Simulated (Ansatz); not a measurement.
# Lattice dynamics of YbAl3 (Pm-3m)

Aim: the vibrations of YbAl3 (Pm-3m), their spectra, and whether the structure is stable.

Method: DFT PBEsol, scalar-relativistic, plane waves, PAW, in Ansatz 0.2.0.

## (1) The starting structure

It takes space group Pm-3m (No. 221, cubic). The conventional cell has a = 4.292 Å, b = 4.292 Å, c = 4.292 Å, α = 90.00°, β = 90.00°, γ = 90.00°. Nearest to Yb lie 12 Al at 3.03 Å. Al has 4 Yb at 3.03 Å and 8 Al at 3.03 Å nearest. Farther neighbours are not listed.

## (2) Relaxation

Harmonic phonons are second derivatives at a point where the forces vanish, and they are wanted at zero stress, so atoms and cell are relaxed first.

File input.yaml:

```yaml
crystal:
  lattice:
    - [4.2921, 0.0, 0.0]
    - [0.0, 4.2921, 0.0]
    - [0.0, 0.0, 4.2921]
  atoms:
    - { symbol: Yb, position: [0.0, 0.0, 0.0] }
    - { symbol: Al, position: [0.0, 0.5, 0.5] }
    - { symbol: Al, position: [0.5, 0.5, 0.0] }
    - { symbol: Al, position: [0.5, 0.0, 0.5] }
kpoints:
  mp_grid: { grid: [10, 10, 10] }
hamiltonian:
  xc: pbesol
scf:
  occupations: { method: gaussian, width: 0.1 }
output:
  forces: true
  stress: true
  eigenvalues: true
relax:
  adjacent_minimum: "off"
  f_tol: 0.005
  max_steps: 80
  cell: { stress_tol: 0.05 }
```

Command:

```
> ansatz run input.yaml --threads 4 --pin off --max-ram 14336MiB --backend cpu --events-out ev --progress --plain --runs-dir out
```

Numbers of over 12 decimals in the logs are rounded to 6 here.

Log:

```text
Engine: ansatz 0.2.0, aarch64-unknown-linux-gnu
Pseudopotentials: kind: paw
Pseudopotential: Yb, paw, valence charge 24, recommended cutoff 420 eV (normal), Yb.paw.azcp
Pseudopotential: Al, paw, valence charge 3, recommended cutoff 420 eV (normal), Al.paw.azcp
Functional definition: PBEsol
  exchange = pbesol_x
  correlation = pbesol_c
Crystal: 4 atoms, lattice volume = 79.070 Å³
Basis set: ecut = 420 eV, 1551 PW (Γ), exchange–correlation on 60×60×60 points (8 copies of the dense FFT grid, shifted against one another)
Bands: 21, of which v1, the nominal top of the filled ones, is band 17 counted from 1 (16 counted from 0)
Symmetry: 48 space group operations
Space group: Pm-3m (ITA 221), of the structure as read, at distance tolerance 4.3e-5 Å
k-points: 56 of 1000
Non-local potential: Yb, projectors of the file, l = 0: 3, l = 1: 2, l = 2: 2, l = 3: 3
Non-local potential: Al, projectors of the file, l = 0: 2, l = 1: 2, l = 2: 1
PAW form: soft (Blöchl's): semilocal exchange-correlation on the pseudo side does not see the compensation charge
PAW frozen core: Yb, regenerated for the run's functional, and the local potential with it (the file was generated under x = pbe(κ = 0.804, μ = 0.219515), c = pbe(β = 0.066725))
PAW frozen core: Al, regenerated for the run's functional, and the local potential with it (the file was generated under x = pbe(κ = 0.804, μ = 0.219515), c = pbe(β = 0.066725))
PAW one-centre angular grid: Yb, 590 points (default); XC on 64 Gauss nodes
PAW one-centre angular grid: Al, 110 points (default); XC on 64 Gauss nodes
Initial density: superposition of atomic densities (neutral atoms: chi_scale 0, normalization atom), corrected by the library's trained network
Initial wavefunctions: pseudopotential atomic-orbital guess
Functional: x = pbesol(κ = 0.804, μ = 0.123457), c = pbesol(β = 0.046)
SCF iter   1: F=—  HF=-15251.566617 eV  |F-HF|=—  |Δ(HF+E_count)|=         —  Δρ=1.15e-2  dr2=1.22e-1  ethr=1.77e-3  ⟨swp⟩=6.5  Hψ=6431  notcnv=0
preconditioner: auto → Kerker (q_TF=auto, 2.359 Å⁻¹)  [metal: Δε(μ)=0.013 eV  Ē_g=4.266 eV  σ=0.100 eV  W_gap=0.08  n_scr=18 (ndim 8)  ℏωp=20.9 eV  f_vac=0.000  D(μ)=2.40/eV (n_scr^D=18)]
SCF iter   2: F=—  HF=-15251.559205 eV  |F-HF|=—  |Δ(HF+E_count)|=   7.41e-3  Δρ=4.24e-3  dr2=2.24e-2  ethr=3.69e-4  ⟨swp⟩=1.5  Hψ=1661  notcnv=0  defer=1
SCF iter   3: F=—  HF=-15251.556567 eV  |F-HF|=—  |Δ(HF+E_count)|=   2.64e-3  Δρ=1.74e-3  dr2=4.68e-3  ethr=6.78e-5  ⟨swp⟩=1.5  Hψ=1480  notcnv=0  defer=1
SCF iter   4: F=—  HF=-15251.556004 eV  |F-HF|=—  |Δ(HF+E_count)|=   5.63e-4  Δρ=3.74e-4  dr2=1.91e-4  ethr=1.42e-5  ⟨swp⟩=1.7  Hψ=1434  notcnv=0  defer=1
SCF iter   5: F=—  HF=-15251.555996 eV  |F-HF|=—  |Δ(HF+E_count)|=   8.14e-6  Δρ=1.46e-4  dr2=1.22e-5  ethr=5.79e-7  ⟨swp⟩=2.0  Hψ=1944  notcnv=0  defer=1
SCF iter   6: F=—  HF=-15251.556030 eV  |F-HF|=—  |Δ(HF+E_count)|=   3.43e-5  Δρ=7.79e-5  dr2=4.54e-6  ethr=3.70e-8  ⟨swp⟩=2.2  Hψ=1815  notcnv=0  defer=1
SCF iter   7: F=—  HF=-15251.556029 eV  |F-HF|=—  |Δ(HF+E_count)|=   1.30e-6  Δρ=1.66e-5  dr2=2.00e-7  ethr=1.38e-8  ⟨swp⟩=2.0  Hψ=1537  notcnv=0  defer=1
SCF iter   8: F=-15251.556029 eV  HF=-15251.556029 eV  |F-HF|=3.45e-8  |Δ(HF+E_count)|=   1.32e-7  Δρ=1.22e-6  dr2=2.00e-9  ethr=3.03e-10  ⟨swp⟩=8.2  Hψ=6482  notcnv=0
SCF 1 converged in 8 iterations: F = -15251.556029 eV  dr2 = 2.00e-9
  greatest PAW one-centre occupation: 0.997 electrons in one spin orbital (limit 2), on the Yb atom at site 0 (counted from 0), in its partial waves of l = 0
relax step   1: F+E_penalty+E_count = -15251.55602860 eV  Δ(F+E_penalty+E_count) = +0.000e0 eV  max|allowed force component| = 2.810e-30 eV/Å  Δτ_max = 0.0000 Å  P = -5.129 GPa  Ω = 79.070 Å³  (8 SCF iters, dr2 threshold 1.00e-7 eV, accepted)
Crystal: 4 atoms, lattice volume = 70.069 Å³
Basis set: ecut = 420 eV, 1357 PW (Γ), exchange–correlation on 60×60×60 points (8 copies of the dense FFT grid, shifted against one another)
Initial density: handed on by an earlier stage of this run
Initial wavefunctions: those handed on with the density
SCF iter   1: F=—  HF=-15251.773974 eV  |F-HF|=—  |Δ(HF+E_count)|=         —  Δρ=6.42e-2  dr2=2.50e0  ethr=3.10e-3  ⟨swp⟩=6.9  Hψ=6328  notcnv=0
preconditioner: auto → Kerker (q_TF=auto, 2.407 Å⁻¹)  [metal: Δε(μ)=0.009 eV  Ē_g=8.485 eV  σ=0.100 eV  W_gap=0.05  n_scr=18 (ndim 8)  ℏωp=24.7 eV  f_vac=0.000  D(μ)=4.97/eV (n_scr^D=56)]
SCF iter   2: F=—  HF=-15251.665430 eV  |F-HF|=—  |Δ(HF+E_count)|=   1.09e-1  Δρ=2.68e-2  dr2=4.56e-1  ethr=3.10e-3  ⟨swp⟩=1.7  Hψ=1721  notcnv=0
SCF iter   3: F=—  HF=-15251.637219 eV  |F-HF|=—  |Δ(HF+E_count)|=   2.82e-2  Δρ=9.09e-3  dr2=5.98e-2  ethr=1.38e-3  ⟨swp⟩=1.2  Hψ=1174  notcnv=0  defer=1
SCF iter   4: F=—  HF=-15251.633795 eV  |F-HF|=—  |Δ(HF+E_count)|=   3.42e-3  Δρ=2.42e-3  dr2=5.32e-3  ethr=1.81e-4  ⟨swp⟩=1.1  Hψ=1167  notcnv=0  defer=3
SCF iter   5: F=—  HF=-15251.633435 eV  |F-HF|=—  |Δ(HF+E_count)|=   3.60e-4  Δρ=2.97e-4  dr2=1.01e-4  ethr=1.61e-5  ⟨swp⟩=1.5  Hψ=1352  notcnv=0  defer=3
SCF iter   6: F=—  HF=-15251.633358 eV  |F-HF|=—  |Δ(HF+E_count)|=   7.66e-5  Δρ=4.55e-4  dr2=1.42e-4  ethr=3.07e-7  ⟨swp⟩=2.0  Hψ=2103  notcnv=0  defer=3
SCF iter   7: F=—  HF=-15251.633438 eV  |F-HF|=—  |Δ(HF+E_count)|=   7.96e-5  Δρ=4.10e-5  dr2=3.00e-6  ethr=3.07e-7  ⟨swp⟩=1.0  Hψ=1164  notcnv=0  defer=3
SCF iter   8: F=—  HF=-15251.633431 eV  |F-HF|=—  |Δ(HF+E_count)|=   6.53e-6  Δρ=8.05e-5  dr2=4.55e-6  ethr=1.21e-9  ⟨swp⟩=9.2  Hψ=7665  notcnv=0
SCF iter   9: F=-15251.633431 eV  HF=-15251.633431 eV  |F-HF|=8.05e-9  |Δ(HF+E_count)|=   3.32e-7  Δρ=2.90e-6  dr2=6.18e-9  ethr=1.21e-9  ⟨swp⟩=4.0  Hψ=4897  notcnv=0
SCF 2 converged in 9 iterations: F = -15251.633431 eV  dr2 = 6.18e-9
relax step   2: F+E_penalty+E_count = -15251.63343113 eV  Δ(F+E_penalty+E_count) = -7.740e-2 eV  max|allowed force component| = 2.732e-31 eV/Å  Δτ_max = 0.0000 Å  P = +3.377 GPa  Ω = 70.069 Å³  energy of the carried Pulay correction = +2.208e-3 eV  (9 SCF iters, dr2 threshold 4.00e-7 eV, accepted)
Crystal: 4 atoms, lattice volume = 73.385 Å³
Basis set: ecut = 420 eV, 1365 PW (Γ), exchange–correlation on 60×60×60 points (8 copies of the dense FFT grid, shifted against one another)
iter 1 solved again at ethr=6.15e-4 eV; its pass at ethr=3.10e-3 eV (dr2=2.03e-1 eV) is discarded
SCF iter   1: F=—  HF=-15251.681708 eV  |F-HF|=—  |Δ(HF+E_count)|=         —  Δρ=1.80e-2  dr2=2.04e-1  ethr=6.15e-4  ⟨swp⟩=1.0  Hψ=7802  notcnv=0
preconditioner: auto → Kerker (q_TF=auto, 2.388 Å⁻¹)  [metal: Δε(μ)=0.038 eV  Ē_g=8.663 eV  σ=0.100 eV  W_gap=0.21  n_scr=18 (ndim 8)  ℏωp=24.1 eV  f_vac=0.000  D(μ)=2.19/eV (n_scr^D=18)]
SCF iter   2: F=—  HF=-15251.663801 eV  |F-HF|=—  |Δ(HF+E_count)|=   1.79e-2  Δρ=5.07e-3  dr2=1.68e-2  ethr=6.15e-4  ⟨swp⟩=1.6  Hψ=1260  notcnv=0
SCF iter   3: F=—  HF=-15251.661651 eV  |F-HF|=—  |Δ(HF+E_count)|=   2.15e-3  Δρ=9.68e-4  dr2=8.46e-4  ethr=5.10e-5  ⟨swp⟩=1.5  Hψ=1314  notcnv=0
SCF iter   4: F=—  HF=-15251.661513 eV  |F-HF|=—  |Δ(HF+E_count)|=   1.38e-4  Δρ=3.88e-4  dr2=1.04e-4  ethr=2.56e-6  ⟨swp⟩=2.2  Hψ=1902  notcnv=0
SCF iter   5: F=—  HF=-15251.661630 eV  |F-HF|=—  |Δ(HF+E_count)|=   1.17e-4  Δρ=1.32e-4  dr2=1.43e-5  ethr=3.15e-7  ⟨swp⟩=2.1  Hψ=2029  notcnv=0
SCF iter   6: F=—  HF=-15251.661626 eV  |F-HF|=—  |Δ(HF+E_count)|=   4.60e-6  Δρ=1.64e-4  dr2=1.83e-5  ethr=4.32e-8  ⟨swp⟩=2.1  Hψ=2020  notcnv=0
SCF iter   7: F=—  HF=-15251.661624 eV  |F-HF|=—  |Δ(HF+E_count)|=   1.74e-6  Δρ=6.39e-5  dr2=2.58e-6  ethr=4.32e-8  ⟨swp⟩=1.0  Hψ=1184  notcnv=0
SCF iter   8: F=—  HF=-15251.661623 eV  |F-HF|=—  |Δ(HF+E_count)|=   3.90e-7  Δρ=1.68e-6  dr2=1.39e-9  ethr=1.21e-9  ⟨swp⟩=6.1  Hψ=5549  notcnv=0
SCF iter   9: F=-15251.661623 eV  HF=-15251.661623 eV  |F-HF|=2.33e-9  |Δ(HF+E_count)|=   6.19e-8  Δρ=1.37e-6  dr2=1.24e-9  ethr=4.21e-12  ⟨swp⟩=5.7  Hψ=5161  notcnv=0
SCF 3 converged in 9 iterations: F = -15251.661623 eV  dr2 = 1.24e-9
relax step   3: F+E_penalty+E_count = -15251.66162336 eV  Δ(F+E_penalty+E_count) = -2.819e-2 eV  max|allowed force component| = 2.909e-30 eV/Å  Δτ_max = 0.0000 Å  P = -0.419 GPa  Ω = 73.385 Å³  energy of the carried Pulay correction = +1.364e-3 eV  (9 SCF iters, dr2 threshold 4.00e-7 eV, accepted)
[...]
relax step   4: F+E_penalty+E_count = -15251.66225236 eV  Δ(F+E_penalty+E_count) = -6.290e-4 eV  max|allowed force component| = 1.072e-30 eV/Å  Δτ_max = 0.0000 Å  P = -0.027 GPa  Ω = 73.003 Å³  energy of the carried Pulay correction = +1.460e-3 eV  (6 SCF iters, dr2 threshold 4.00e-7 eV, accepted)
Initial wavefunctions: pseudopotential atomic-orbital guess (no wavefunctions were taken with the density)
iter 1 solved again at ethr=3.07e-7 eV; its pass at ethr=3.10e-3 eV (dr2=1.01e-4 eV) is discarded
SCF iter   1: F=—  HF=-15251.661148 eV  |F-HF|=—  |Δ(HF+E_count)|=         —  Δρ=3.90e-5  dr2=1.55e-7  ethr=3.07e-7  ⟨swp⟩=3.5  Hψ=9864  notcnv=0
preconditioner: auto → Kerker (q_TF=auto, 2.390 Å⁻¹)  [metal: Δε(μ)=0.014 eV  Ē_g=8.569 eV  σ=0.100 eV  W_gap=0.08  n_scr=18 (ndim 8)  ℏωp=24.2 eV  f_vac=0.000  D(μ)=2.32/eV (n_scr^D=18)]
SCF iter   2: F=—  HF=-15251.661233 eV  |F-HF|=—  |Δ(HF+E_count)|=   8.49e-5  Δρ=3.27e-5  dr2=4.31e-7  ethr=4.71e-10  ⟨swp⟩=3.1  Hψ=2720  notcnv=0
SCF iter   3: F=—  HF=-15251.661233 eV  |F-HF|=—  |Δ(HF+E_count)|=   1.30e-7  Δρ=1.10e-5  dr2=8.67e-8  ethr=4.71e-10  ⟨swp⟩=2.0  Hψ=2097  notcnv=0
SCF iter   4: F=—  HF=-15251.661233 eV  |F-HF|=—  |Δ(HF+E_count)|=   1.53e-8  Δρ=2.97e-6  dr2=6.42e-9  ethr=2.63e-10  ⟨swp⟩=2.0  Hψ=1576  notcnv=0
SCF iter   5: F=—  HF=-15251.661233 eV  |F-HF|=—  |Δ(HF+E_count)|=   1.26e-9  Δρ=5.05e-7  dr2=4.56e-11  ethr=1.94e-11  ⟨swp⟩=2.6  Hψ=2102  notcnv=0
SCF iter   6: F=-15251.661233 eV  HF=-15251.661233 eV  |F-HF|=3.64e-12  |Δ(HF+E_count)|=  6.37e-11  Δρ=1.05e-7  dr2=5.94e-12  ethr=1.00e-12  ⟨swp⟩=5.9  Hψ=5391  notcnv=0
SCF 5 converged in 6 iterations: F = -15251.661233 eV  dr2 = 5.94e-12
relax step   5: F+E_penalty+E_count = -15251.66123322 eV  Δ(F+E_penalty+E_count) = +1.019e-3 eV  max|allowed force component| = 6.677e-31 eV/Å  Δτ_max = 0.0000 Å  P = -0.050 GPa  Ω = 73.003 Å³  stress off target by 4.95e-2 GPa  SCF on the basis re-selected at this cell (its energy is not comparable with the rows above)  (6 SCF iters)
basis re-selected at this cell: Δ(F+E_penalty+E_count) = +1.019e-3 eV, ΔP = -0.022 GPa vs the last step (what re-selecting the basis moved, of the pressure what is left beyond the Pulay correction that the steps carried, after the strain that the cell walked since its last selection, with what the two solves' SCF thresholds leave and, on support functions, any second-order correction that the steps lacked; it is no m [...]
SCF converged after 6 iterations
Free energy (F): -15251.661233 eV
Harris-Foulkes:  -15251.661233 eV  (|F-HF|=3.64e-12)
Internal energy: -15251.649653 eV  (E = F + TS)
E sigma→0 (E₀):  -15251.655443 eV
Entropy (-TS):   -0.011581 eV (-2.895 meV/atom)
Fermi energy:    10.265096 eV
--- Per-component energies (eV) ---
  E_band       = 50.667748
  E_kinetic    = 436.626852
  E_local      = -7113.284814  (includes V_loc(G=0)·N_el)
  E_nonlocal   = 565.352585
  E_hartree    = 3169.815949
  E_xc         = -285.902697
  E_vxc        = -297.680871  (∫ρ·V_xc dr)
  E_paw        = -8590.403415  (= ΣΔE_a)
  E_vpaw       = 120.021895  (= ΣTr[D̂ρ^β])
  E_aug_tail   = -0.000005  (compensation charges beyond the density's cutoff)
  E_ewald      = -3435.040720
  E_core_change = 1.186611  (= ΣΔE_core)
  E_smearing   = -0.011581  (= −TS)
  E_closure    = 0.000000  (closes the sum)
  Σ components = -15251.661233   (vs F -15251.661233, Δ=0.00e0)
--- Forces (eV/Å), atoms counted from 1 ---
  atom   1  Yb    -0.00000000     0.00000000    -0.00000000
  atom   2  Al     0.00000000     0.00000000    -0.00000000
  atom   3  Al     0.00000000    -0.00000000     0.00000000
  atom   4  Al     0.00000000     0.00000000     0.00000000
  max |Σ_I F_I| component: 7.48e-31 eV/Å
--- Stress (GPa, compression-positive) ---
       -0.049522      -0.000000       0.000000
       -0.000000      -0.049522      -0.000000
        0.000000      -0.000000      -0.049522
  P = ⅓ Tr σ = -0.0495 GPa (-0.495 kbar)
--- Band table (eV; the first three rows and the last of 56) ---
  k-point 0: bands = [... 13 lower, 9.8337, 10.0824, 10.0824, 10.0824, 11.9096, 13.0163, 13.0163, 13.0163]
  k-point 1: bands = [... 13 lower, 9.8316, 10.0631, 10.0631, 10.1176, 12.3673, 12.8152, 12.8152, 13.0699]
  k-point 2: bands = [... 13 lower, 9.8261, 10.0075, 10.0075, 10.3406, 12.4737, 12.4737, 13.2203, 13.3965]
  k-point 55: bands = [... 13 lower, 9.8298, 9.8671, 9.8671, 9.8671, 9.9025, 11.5621, 15.6272, 15.6272]
--- Relaxed structure (4 steps of the walk, 4 accepted, 1 SCFs on fresh bases) ---
  F+E_penalty+E_count = -15251.66123322 eV   max|allowed force component| = 6.677e-31 eV/Å   (the final SCF, on the basis selected at the relaxed cell)
  cell:  # Å, volume = 73.0033 Å³
    - [4.179402, 0, 0]
    - [0, 4.179402, 0]
    - [0, 0, 4.179402]
  atoms:
    - { symbol: Yb, position: [0, 0, 0] }
    - { symbol: Al, position: [0, 0.5, 0.5] }
    - { symbol: Al, position: [0.5, 0.5, 0] }
    - { symbol: Al, position: [0.5, 0, 0.5] }
```

Run time: 7.1 s. Hardware: 4 threads of Arm Neoverse V2, shared host; peak memory 0.43 GiB.

Step by step:

| step | energy less that of the first step (eV) | largest force component (eV/Å) | pressure (GPa) | volume (Å³) |
| --- | --- | --- | --- | --- |
| 1 | 0.0000 | 0.0000 | -5.13 | 79.07 |
| 2 | -0.0774 | 0.0000 | 3.38 | 70.07 |
| 3 | -0.1056 | 0.0000 | -0.42 | 73.38 |
| 4 | -0.1062 | 0.0000 | -0.03 | 73.00 |
| 5* | -0.1052 | 0.0000 | -0.05 | 73.00 |

Relaxation steps marked * repeat the geometry before them on a plane-wave basis chosen anew for their cell, so energy and pressure can jump there.

The run keeps the 48 symmetry operations that it works with, so distortions that break them were not tested.

| conventional cell, symmetrised | before | after | change |
| --- | --- | --- | --- |
| a (Å) | 4.292 | 4.179 | -2.6 % |
| b (Å) | 4.292 | 4.179 | -2.6 % |
| c (Å) | 4.292 | 4.179 | -2.6 % |
| volume (Å³/atom) | 19.77 | 18.25 | -7.7 % |

Final coordinates:

```xyz
4
Lattice="4.1794 0.0000 0.0000 0.0000 4.1794 0.0000 0.0000 0.0000 4.1794" Properties=species:S:1:pos:R:3 pbc="T T T"
Yb    0.0000    0.0000    0.0000
Al    0.0000    2.0897    2.0897
Al    2.0897    2.0897    0.0000
Al    2.0897    0.0000    2.0897
```

Numbers from this step:

| Item | Value |
| --- | --- |
| pressure | -0.04952 GPa |
| volume per atom | 18.25 Å³ |
| gap on the k-mesh | 0 eV |

In this step the volume went from 19.77 to 18.25 Å³/atom.

## (3) Relaxing to small forces for the phonons

Phonons need a cell at rest on their own settings, so the relaxation is repeated with tight tolerances on forces and stress on the k mesh and occupations of the first response run.

File input.yaml:

```yaml
crystal:
  lattice:
    - [4.1794021647, 0.0, 0.0]
    - [0.0, 4.1794021647, 0.0]
    - [0.0, 0.0, 4.1794021647]
  atoms:
    - { symbol: Yb, position: [0.0, 0.0, 0.0] }
    - { symbol: Al, position: [0.0, 0.5, 0.5] }
    - { symbol: Al, position: [0.5, 0.5, 0.0] }
    - { symbol: Al, position: [0.5, 0.0, 0.5] }
kpoints:
  mp_grid: { grid: [12, 12, 12] }
hamiltonian:
  xc: pbesol
scf:
  occupations: { method: methfessel_paxton, width: 0.2 }
output:
  forces: true
  stress: true
  eigenvalues: true
relax:
  adjacent_minimum: "off"
  f_tol: 0.001
  max_steps: 60
  cell: { stress_tol: 0.01 }
```

Log:

```text
[...]
Crystal: 4 atoms, lattice volume = 73.003 Å³
Basis set: ecut = 420 eV, 1365 PW (Γ), exchange–correlation on 60×60×60 points (8 copies of the dense FFT grid, shifted against one another)
Bands: 21, of which v1, the nominal top of the filled ones, is band 17 counted from 1 (16 counted from 0)
Symmetry: 48 space group operations
[...]
k-points: 84 of 1728
[...]
k-point 83: bands = [... 13 lower, 10.0035, 10.0336, 10.0336, 10.0336, 10.0773, 11.6173, 15.7045, 15.7045]
--- Relaxed structure (3 steps of the walk, 3 accepted, 1 SCFs on fresh bases) ---
[...]
cell:  # Å, volume = 72.7972 Å³
    - [4.175466, 0, 0.0]
    - [0, 4.175466, 0]
    - [0, 0, 4.175466]
  atoms:
    - { symbol: Yb, position: [0, 0, 0] }
    - { symbol: Al, position: [0, 0.5, 0.5] }
    - { symbol: Al, position: [0.5, 0.5, 0] }
    - { symbol: Al, position: [0.5, 0, 0.5] }
[key lines of the parts left out:]
SCF converged after 7 iterations
Free energy (F): -15251.640689 eV
Fermi energy:    10.252956 eV
P = ⅓ Tr σ = -0.0016 GPa (-0.016 kbar)
```

Run time: 7.4 s. Hardware: 4 threads; peak memory 0.43 GiB; 27 s of CPU time.

Little changed from the start: no atom moved by 0.005 Å and no cell edge by 0.1 %.

This step gave:

```yaml
pressure: -0.001558 GPa
volume_per_atom: 18.20 Å³
```

The forces vanish by symmetry and the pressure is -0.002 GPa, within the tolerances set. The cell now holds 18.20 Å³/atom.

(Continued in part 2 of 2.)

[Logs are printed without paths, hosts, clocks, repeated set-up lines and the standing remarks that a program may print on its own settings, such as how far it seeks lower states.]

[Hosts, paths, dates, database ids (printed as entryN), source tags and the programs' standing remarks are cut or masked in the printed files.]
